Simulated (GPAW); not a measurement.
A computed C K-edge spectrum of one site in a crystal of C and Ti, with its zero at a photon energy of about 281.3 eV (raw 288.0 eV, less 6.7 eV of added terms; uncertain by a few eV). Method: GPAW, PBE, excited-electron core hole (neutral cell) in a small cell, dipole transitions, broadening that rises with energy.

Energy from the lowest empty level; intensity scaled to a mean of 1 over the first 20 eV:

```tsv
E (eV)	intensity
-2.0	0.00
-1.5	0.00
-1.0	0.00
-0.5	0.08
0.0	0.37
0.5	0.70
1.0	0.83
1.5	1.00
2.0	1.40
2.5	2.08
3.0	2.70
3.5	1.95
4.0	1.15
4.5	0.91
5.0	0.79
5.5	0.97
6.0	1.31
6.5	1.40
7.0	1.08
7.5	0.53
8.0	0.18
8.5	0.11
9.0	0.17
9.5	0.31
10.0	0.51
10.5	0.75
11.0	0.98
11.5	1.18
12.0	1.37
12.5	1.58
13.0	1.79
13.5	1.89
14.0	1.79
14.5	1.53
15.0	1.22
15.5	0.96
16.0	0.75
16.5	0.59
17.0	0.51
17.5	0.48
18.0	0.49
18.5	0.50
19.0	0.50
19.5	0.49
20.0	0.48
20.5	0.46
21.0	0.44
21.5	0.41
22.0	0.37
22.5	0.34
23.0	0.31
23.5	0.28
24.0	0.27
24.5	0.27
25.0	0.28
25.5	0.30
26.0	0.34
26.5	0.39
27.0	0.46
27.5	0.54
28.0	0.64
28.5	0.73
29.0	0.82
29.5	0.89
```

Q: Which coordination does this site have?

A K edge sees empty p states; the first features are C p mixed into the empty d states of the Ti neighbours, and the broad ones above probably into the cations' higher empty bands. It is atom 2 of TiC (rock-salt (TiC)1-x(ZrC)x, x = 0, Fm-3m), with 6 Ti at 2.16 Å (octahedral). Its main maxima below 24 eV lie at 3.0 eV (2.70), 6.4 eV (1.41) and 13.5 eV (1.89). A near-edge spectrum doesn't fix the structure by itself; it is matched against candidates. The holes are only 6.1 Å apart, so the shape is probably not converged with cell size; no larger cell was run here.

[Banner, clock and machine lines of the logs are left out without a mark of their own.]

[Logs are printed without paths, hosts, clocks, repeated set-up lines and the standing remarks that a program may print on its own settings, such as how far it seeks lower states.]

[Hosts, paths, dates, database ids (printed as entryN), source tags and the programs' standing remarks are cut or masked in the printed files.]

[Lists of maxima count a maximum above −3 eV only where it reaches 4 % of the highest in the window and stands out from its surroundings by 2 % of it (1.5 % where it reaches 55 %); shoulders and weaker maxima are passed over, and of the rest the first, up to two pre-edge ones and the few strongest are named.]
